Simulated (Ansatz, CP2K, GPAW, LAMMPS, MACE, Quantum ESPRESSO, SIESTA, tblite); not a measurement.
**Liquid Zn38Se23S15 at 2640 K (76 atoms) in CP2K**

Aim: run liquid Zn38Se23S15 at 2640 K (76 atoms) in CP2K and see how near its forces come to a plane-wave reference, and at what cost.

Calculated with CP2K 2026.2; the method is named at each step.

## Step 1: Set-up

The cell holds 76 atoms: 38 Zn, 23 Se and 15 S. Cell: a = 11.922 Å, b = 11.922 Å, c = 11.922 Å, α = 90.0°, β = 90.0°, γ = 90.0°. 76 atoms (38 Zn, 23 Se, 15 S) placed at random at 4.69 g/cm³, melted at 2640 K for 10 ps at fixed volume with the Stillinger-Weber II-VI potential (Zhou et al., Phys. Rev. B 88, 085309 (2013)). Snapshot at the end of a hold of 5 ps at 2640 K and fixed volume.

The yardstick, on the same geometry:

```
method                 : Kohn-Sham DFT, PBE, PAW, plane waves (Ansatz 0.2.0); cutoff 420 eV, Γ point, fermi-dirac smearing of 0.05 eV; PAW set soft_2
r.m.s. force component : 0.7055 eV/Å
longest force          : 3.13 eV/Å
pressure               : -1.919 GPa
SCF cycles             : 12
time                   : 39 s on 4 threads of Arm Neoverse V2, shared host
CPU time               : 2.3 min
```

## Step 2: PBE, DZVP-MOLOPT-SR, 800/50 Ry, diagonalisation

Method: Kohn-Sham DFT, PBE, GTH-PBE pseudopotentials, Gaussian and plane waves, DZVP-MOLOPT-SR-GTH, diagonalisation.

File input.inp:

```
&GLOBAL
  PROJECT cell
  RUN_TYPE ENERGY_FORCE
  PRINT_LEVEL LOW
&END GLOBAL
&FORCE_EVAL
  METHOD QS
  STRESS_TENSOR ANALYTICAL
  &DFT
    BASIS_SET_FILE_NAME BASIS_MOLOPT
    POTENTIAL_FILE_NAME GTH_POTENTIALS
    &MGRID
      CUTOFF 800
      REL_CUTOFF 50
      NGRIDS 5
    &END MGRID
    &QS
      EPS_DEFAULT 1.0E-12
    &END QS
    &SCF
      SCF_GUESS ATOMIC
      EPS_SCF 5.0E-06
      MAX_SCF 200
      ADDED_MOS 14
      &DIAGONALIZATION
        ALGORITHM STANDARD
      &END DIAGONALIZATION
      &SMEAR ON
        METHOD FERMI_DIRAC
        ELECTRONIC_TEMPERATURE [K] 580
      &END SMEAR
      &MIXING
        METHOD BROYDEN_MIXING
        ALPHA 0.3
        NBROYDEN 12
      &END MIXING
      &PRINT
        &RESTART OFF
        &END RESTART
      &END PRINT
    &END SCF
    &XC
      &XC_FUNCTIONAL PBE
      &END XC_FUNCTIONAL
    &END XC
    &PRINT
      &MULLIKEN ON
      &END MULLIKEN
      &HIRSHFELD ON
        SHAPE_FUNCTION DENSITY
      &END HIRSHFELD
      &MO ON
        EIGENVALUES T
        OCCUPATION_NUMBERS T
        MO_INDEX_RANGE 331 354
        &EACH
          QS_SCF 0
        &END EACH
        ADD_LAST NUMERIC
      &END MO
    &END PRINT
  &END DFT
  &SUBSYS
    &CELL
      A 11.92180 0.00000 0.00000
      B 0.00000 11.92180 0.00000
      C 0.00000 0.00000 11.92180
    &END CELL
    &COORD
      SCALED
      Zn 0.34853 0.01565 0.18227
      Zn 0.10537 0.28323 0.57893
      Zn 0.88272 0.07008 0.88003
      Zn 0.32808 0.93937 0.82776
      Zn 0.95216 0.67827 0.95956
      Zn 0.57639 0.85533 0.25030
      Zn 0.00575 0.66255 0.71944
      Zn 0.52943 0.12135 0.60104
      Zn 0.21066 0.74516 0.46345
      Zn 0.33267 0.51003 0.79861
      Zn 0.52257 0.17112 0.28391
      Zn 0.04913 0.07847 0.36262
      Zn 0.17123 0.52525 0.52550
      Zn 0.95604 0.48697 0.29695
      Zn 0.92593 0.70033 0.36169
      Zn 0.36981 0.60592 0.31885
      Zn 0.74927 0.63786 0.04100
      Zn 0.67701 0.99349 0.94644
      Zn 0.83586 0.52208 0.62608
      Zn 0.94166 0.25347 0.45783
      Zn 0.61202 0.61379 0.24160
      Zn 0.75321 0.00098 0.26176
      Zn 0.96720 0.02476 0.10587
      Zn 0.58517 0.70031 0.89921
      Zn 0.94405 0.49519 0.86348
      Zn 0.58630 0.33082 0.72892
      Zn 0.16750 0.39995 0.10570
      Zn 0.51207 0.36601 0.18026
      Zn 0.50033 0.84474 0.58913
      Zn 0.32888 0.20436 0.97201
      Zn 0.17278 0.76818 0.06670
      Zn 0.65389 0.38866 0.43009
      Zn 0.59581 0.61585 0.64832
      Zn 0.34109 0.31669 0.63453
      Zn 0.26860 0.03469 0.46208
      Zn 0.77425 0.87365 0.63641
      Zn 0.07601 0.95433 0.85374
      Zn 0.76120 0.31830 0.96175
      Se 0.23998 0.95732 0.03028
      Se 0.14326 0.44712 0.74832
      Se 0.75299 0.85750 0.10117
      Se 0.04631 0.14167 0.72670
      Se 0.98879 0.80267 0.15260
      Se 0.86921 0.01987 0.47807
      Se 0.52062 0.52546 0.01555
      Se 0.47004 0.99734 0.39337
      Se 0.72461 0.56590 0.81339
      Se 0.33403 0.12474 0.69500
      Se 0.73298 0.45264 0.23551
      Se 0.07729 0.18201 0.99227
      Se 0.81039 0.29983 0.77155
      Se 0.65607 0.14584 0.13555
      Se 0.17279 0.91383 0.29393
      Se 0.97925 0.43926 0.06460
      Se 0.66919 0.07281 0.74932
      Se 0.18391 0.73099 0.81587
[... 16 atom lines left out ...]
      S 0.96344 0.45726 0.49183
      S 0.42430 0.77664 0.17237
      S 0.28900 0.87466 0.63995
      S 0.31915 0.23300 0.19279
    &END COORD
    &KIND Zn
      BASIS_SET DZVP-MOLOPT-SR-GTH-q12
      POTENTIAL GTH-PBE-q12
    &END KIND
    &KIND Se
      BASIS_SET DZVP-MOLOPT-SR-GTH-q6
      POTENTIAL GTH-PBE-q6
    &END KIND
    &KIND S
      BASIS_SET DZVP-MOLOPT-SR-GTH-q6
      POTENTIAL GTH-PBE-q6
    &END KIND
  &END SUBSYS
  &PRINT
    &FORCES ON
    &END FORCES
    &STRESS_TENSOR ON
    &END STRESS_TENSOR
  &END PRINT
&END FORCE_EVAL
```

The run is started by

```console
OMP_NUM_THREADS=2 cp2k.psmp -i input.inp > output.txt
```

Numbers of over 12 decimals in the logs are rounded to 6 here.

Output:

```text
CP2K| version string:                                       CP2K version 2026.2
 CP2K| Input file name                                                 input.inp
 GLOBAL| Basis set file name                                        BASIS_MOLOPT
 GLOBAL| Potential file name                                      GTH_POTENTIALS
 GLOBAL| Run type                                                   ENERGY_FORCE
 GLOBAL| Total number of message passing processes                             1
 GLOBAL| Number of threads for this process                                    2
 TOTAL NUMBERS AND MAXIMUM NUMBERS
  Total number of            - Atomic kinds:                                   3
                             - Atoms:                                         76
                             - Shell sets:                                    76
                             - Shells:                                       456
                             - Primitive Cartesian functions:                380
                             - Cartesian basis functions:                   1672
                             - Spherical basis functions:                   1444
  Maximum angular momentum of- Orbital basis functions:                        3
                             - Local part of the GTH pseudopotential:          0
                             - Non-local part of the GTH pseudopotential:      4
 SCF PARAMETERS         Density guess:                                    ATOMIC
                        max_scf:                                             200
                        eps_scf:                                        5.00E-06
                        added MOs                                        14    0
                        Mixing method:                            BROYDEN_MIXING
                                                charge density mixing in g-space
                        Smear method:                                FERMI_DIRAC
                        Electronic temperature [K]:                        580.0
                        Electronic temperature [a.u.]:                  1.84E-03
                        Accuracy threshold:                             1.00E-10
 Extrapolation method: initial_guess
 Number of electrons:                                                        684
 Number of occupied orbitals:                                                342
 Number of molecular orbitals:                                               356
 Number of orbital functions:                                               1444
 Number of independent orbital functions:                                   1444
 SCF WAVEFUNCTION OPTIMIZATION
  Step     Update method      Time    Convergence         Total energy    Change
 *** the last MO => Add more MOs for proper smearing.                   ***
     1 NoMix/Diag. 0.30E+00    7.0     1.61163352     -2673.2211253909 -2.67E+03
 *** the last MO => Add more MOs for proper smearing.                   ***
     2 Broy./Diag. 0.30E+00    9.3     0.50242476     -2668.4086976797  4.81E+00
 *** the last MO => Add more MOs for proper smearing.                   ***
     3 Broy./Diag. 0.30E+00    9.4     0.25866131     -2669.7374315962 -1.33E+00
[...]
4 Broy./Diag. 0.30E+00    9.5     0.19627294     -2670.6173067295 -8.80E-01
[...]
*** the last MO => Add more MOs for proper smearing.                   ***
    16 Broy./Diag. 0.30E+00   10.5     0.00000629     -2670.0007708813  8.81E-05
 *** the last MO => Add more MOs for proper smearing.                   ***
    17 Broy./Diag. 0.30E+00   10.5     0.00000299     -2670.0007929903 -2.21E-05
  *** SCF run converged in    17 steps ***
  Electronic density on regular grids:       -683.9999999997        0.0000000003
  Core density on regular grids:              683.9999999991       -0.0000000009
  Total charge density on r-space grids:       -0.0000000006
  Total charge density g-space grids:          -0.0000000006
  Overlap energy of the core charge distribution:               2.42978e-07
  Self energy of the core charge distribution:              -3847.393673
  Core Hamiltonian energy:                                   1148.654739
  Hartree energy:                                             450.920468
  Exchange-correlation energy:                               -422.172623
  Electronic entropic energy:                                  -0.0097045
  Fermi energy:                                                 0.136143
  Total energy:                                             -2670.000793
  Total energy (extrapolated to T->0):                      -2669.995941
 MO| EIGENVALUES AND OCCUPATION NUMBERS
 MO|
 MO|  Index      Eigenvalue [a.u.]        Eigenvalue [eV]             Occupation
 MO|    331               0.109096               2.968666               1.999999
 MO|    332               0.113899               3.099356               1.999989
 MO|    333               0.116986               3.183362               1.999941
[...]
MO|    353               0.161401               4.391945               0.000002
 MO|    354               0.163361               4.445276               0.000001
 MO| Sum:                                                             684.000000
 MO| E(Fermi):            0.136143 a.u.          3.704652 eV
 !-----------------------------------------------------------------------------!
                     Mulliken Population Analysis
 #  Atom  Element  Kind  Atomic population                           Net charge
       1     Zn       1         12.036326                             -0.036326
       2     Zn       1         12.032723                             -0.032723
       3     Zn       1         11.972728                              0.027272
[...]
75     S        3          5.937971                              0.062029
      76     S        3          5.963578                              0.036422
 # Total charge                            684.000000                 -0.000000
 !-----------------------------------------------------------------------------!
 !-----------------------------------------------------------------------------!
                           Hirshfeld Charges
  #Atom  Element  Kind  Ref Charge     Population                    Net charge
      1       Zn     1      12.000         11.735                         0.265
      2       Zn     1      12.000         11.821                         0.179
      3       Zn     1      12.000         11.853                         0.147
[...]
75       S      3       6.000          6.210                        -0.210
     76       S      3       6.000          6.254                        -0.254
  Total Charge                                                            0.000
 !-----------------------------------------------------------------------------!
 ENERGY| Total FORCE_EVAL ( QS ) energy [hartree]          -2670.000779
 FORCES| Atomic forces [hartree/bohr]
 FORCES|   Atom     x               y               z               |f|
 FORCES|      1 -6.15826963E-04  5.96850303E-03  2.03267249E-02   2.11938203E-02
 FORCES|      2  1.73721594E-02  9.52862498E-04  1.40173722E-03   1.74546479E-02
 FORCES|      3 -1.50618172E-03  3.60472085E-03 -2.59358970E-03   4.68927535E-03
[...]
FORCES|     75  1.80001429E-02 -6.81270046E-03 -2.09130618E-02   2.84213685E-02
 FORCES|     76  2.19817117E-02 -1.10670342E-02 -2.18951498E-02   3.29404383E-02
 FORCES| Sum     1.15921334E-03 -2.75042690E-03 -3.58471636E-03
 FORCES| Total atomic force                                       4.66463451E-03
 STRESS| Analytical stress tensor [bar]
 STRESS|                        x                   y                   z
 STRESS|      x       -6.79528436510E+03  -1.66514366564E+03   2.48744409437E+03
 STRESS|      y       -1.66514366564E+03  -1.13363531218E+04   2.19799692250E+03
 STRESS|      z        2.48744409437E+03   2.19799692250E+03  -2.65756217121E+04
 STRESS| 1/3 Trace                                            -1.49024197330E+04
```

Run time: 3.4 min. Hardware: 2 threads of Arm Neoverse V2, shared host; peak memory 8.1 GiB.

Banners, paths, timers and routine set-up lines are dropped from the logs unmarked, and long logs keep their key lines alone; longer cuts are marked.

Numbers from this run, and their distance from the reference:

```yaml
r_m_s_force_component: 0.7289 eV/Å
r_m_s_difference_of_force_components: 43.7 meV/Å
longest_difference_of_force_vectors: 193.2 meV/Å
force_difference_over_r_m_s_force: 6.194 %
slope_of_forces_against_the_reference_s: 1.032
correlation_of_force_components: 0.9987
pressure: -1.49 GPa
pressure_difference: 0.4286 GPa
```

Length of the force difference by element (eV/Å):

```csv
element,atoms,mean,most
S,15,0.064,0.17
Se,23,0.060,0.15
Zn,38,0.070,0.19
```

Local excerpt of 9 atoms (numbers count through the whole input) about Se42, whose charge lies farthest from its element's mean; x, y, z are measured from there.

```csv
atom,x,y,z,distance (Å),bonds,Hirshfeld charge (e),Fx,Fy,Fz (eV/Å)
Se42,0.00,0.00,0.00,0.00,4,-0.10,0.53,-1.54,-0.64
S68,0.42,-1.90,-1.63,2.54,3,-0.14,-0.42,1.09,0.78
Zn2,0.70,1.69,-1.76,2.54,4,0.18,0.89,0.05,0.07
Zn37,0.35,-2.23,1.51,2.72,5,0.23,-0.12,-0.60,-0.56
Zn3,-1.95,-0.85,1.83,2.81,4,0.15,-0.08,0.19,-0.13
Se50,0.37,0.48,3.17,3.22,5,-0.24,0.16,-0.35,-0.09
Se51,-2.81,1.89,0.53,3.43,5,-0.19,0.18,0.47,-0.35
Se48,3.43,-0.20,-0.38,3.46,4,-0.24,0.48,0.31,0.09
Zn20,-1.25,1.33,-3.21,3.69,4,0.19,-1.20,-0.16,-0.60
```

Forces lie 6.2 % from the reference's, at 2.6 times its CPU time (on 2 against 4 cores).

## Step 3: PBE, DZVP-MOLOPT-SR, 560/50 Ry, diagonalisation

Method: Kohn-Sham DFT, PBE, GTH-PBE pseudopotentials, Gaussian and plane waves, DZVP-MOLOPT-SR-GTH, diagonalisation.

input.inp: that of step 2 with these lines changed.

```diff
@@ -12,5 +12,4 @@
     &MGRID
-      CUTOFF 800
+      CUTOFF 560
       REL_CUTOFF 50
-      NGRIDS 5
     &END MGRID
@@ -69,4 +68,27 @@
     &COORD
-      SCALED
-[... 76 atom lines left out: the same atoms as in the first run ...]
+      Zn 4.15510 0.18658 2.17299
+      Zn 1.25620 3.37661 6.90189
+      Zn 10.52361 0.83548 10.49154
+      Zn 3.91130 11.19898 9.86839
+      Zn 11.35146 8.08620 11.43968
+      Zn 6.87161 10.19707 2.98403
+      Zn 0.06855 7.89879 8.57702
+      Zn 6.31176 1.44671 7.16548
+      Zn 2.51145 8.88365 5.52516
+      Zn 3.96603 6.08048 9.52087
+      Zn 6.22998 2.04006 3.38472
+      Zn 0.58572 0.93550 4.32308
+      Zn 2.04137 6.26193 6.26491
+      Zn 11.39772 5.80556 3.54018
+      Zn 11.03875 8.34919 4.31200
+      Zn 4.40880 7.22366 3.80127
+      Zn 8.93265 7.60444 0.48879
+      Zn 8.07118 11.84419 11.28327
+      Zn 9.96496 6.22413 7.46400
+      Zn 11.22628 3.02182 5.45816
+[... 52 atom lines left out ...]
+      S 11.48594 5.45136 5.86350
+      S 5.05842 9.25895 2.05496
+      S 3.44540 10.42752 7.62936
+      S 3.80484 2.77778 2.29840
     &END COORD
```

The run is started by

```console
OMP_NUM_THREADS=1 mpirun -np 4 cp2k.psmp -i input.inp > output.txt
```

Output:

```text
CP2K| version string:                                       CP2K version 2026.2
 CP2K| Input file name                                                 input.inp
 GLOBAL| Basis set file name                                        BASIS_MOLOPT
 GLOBAL| Potential file name                                      GTH_POTENTIALS
 GLOBAL| Run type                                                   ENERGY_FORCE
 GLOBAL| Total number of message passing processes                             4
 GLOBAL| Number of threads for this process                                    1
 TOTAL NUMBERS AND MAXIMUM NUMBERS
  Total number of            - Atomic kinds:                                   3
                             - Atoms:                                         76
[... lines left out ...]
                        Smear method:                                FERMI_DIRAC
[... lines left out ...]
 Number of electrons:                                                        684
[... lines left out ...]
  Step     Update method      Time    Convergence         Total energy    Change
[... lines left out ...]
  *** SCF run converged in    17 steps ***
[... lines left out ...]
  Fermi energy:                                                 0.136144
  Total energy:                                             -2670.000356
  Total energy (extrapolated to T->0):                      -2669.995504
[... lines left out ...]
 MO| E(Fermi):            0.136144 a.u.          3.704666 eV
[... lines left out ...]
 !-----------------------------------------------------------------------------!
 !-----------------------------------------------------------------------------!
                           Hirshfeld Charges
  #Atom  Element  Kind  Ref Charge     Population                    Net charge
      1       Zn     1      12.000         11.735                         0.265
      2       Zn     1      12.000         11.821                         0.179
      3       Zn     1      12.000         11.853                         0.147
[...]
75       S      3       6.000          6.210                        -0.210
     76       S      3       6.000          6.254                        -0.254
  Total Charge                                                            0.000
 !-----------------------------------------------------------------------------!
 ENERGY| Total FORCE_EVAL ( QS ) energy [hartree]          -2670.000342
 FORCES| Atomic forces [hartree/bohr]
 FORCES|   Atom     x               y               z               |f|
 FORCES|      1 -1.34390491E-03  5.15937589E-03  1.95336976E-02   2.02482241E-02
 FORCES|      2  1.62545592E-02  1.49176341E-03  3.13429635E-03   1.66210670E-02
 FORCES|      3 -2.95121267E-03  3.26876344E-03 -1.43411823E-03   4.63154032E-03
[...]
FORCES|     75  1.80004889E-02 -6.81248483E-03 -2.09123444E-02   2.84210080E-02
 FORCES|     76  2.19823340E-02 -1.10673861E-02 -2.18953506E-02   3.29411054E-02
 FORCES| Sum     1.75000362E-03 -2.05051905E-03  1.01568864E-02
 FORCES| Total atomic force                                       1.05085433E-02
 STRESS| Analytical stress tensor [bar]
 STRESS|                        x                   y                   z
 STRESS|      x       -6.82161811907E+03  -1.66321382786E+03   2.48662478384E+03
 STRESS|      y       -1.66321382786E+03  -1.14401462839E+04   2.19907115609E+03
 STRESS|      z        2.48662478384E+03   2.19907115609E+03  -2.65599763021E+04
 STRESS| 1/3 Trace                                            -1.49405802350E+04
```

Elapsed: 95 s, on 4 MPI ranks; peak memory 7.1 GiB.

Against the reference:

- r.m.s. force component: 0.7293 eV/Å
- r.m.s. difference of force components: 50.73 meV/Å
- longest difference of force vectors: 219.9 meV/Å
- force difference over r.m.s. force: 7.19 %
- slope of forces against the reference's: 1.032
- correlation of force components: 0.998
- pressure: -1.494 GPa
- pressure difference: 0.4247 GPa
- energy less the same-level run's: 0.1564 meV/atom
- r.m.s. force difference from the same-level run: 38.41 meV/Å

Against the first run (6.2 %), the force difference from the reference is 7.2 %, at 1.0 times the CPU time (on 4 against 2 cores): the grid matters here.

The forces add up to 0.54 eV/Å instead of zero, usually a sign of too coarse a grid.

[end of part 1 of 2]

[Also dropped from logs without a mark: logging warnings of Python, and SIESTA's first energy breakdown and zero terms.]

[Logs are printed without paths, hosts, clocks, repeated set-up lines and the standing remarks that a program may print on its own settings, such as how far it seeks lower states.]

[Hosts, paths, dates, database ids (printed as entryN), source tags and the programs' standing remarks are cut or masked in the printed files.]
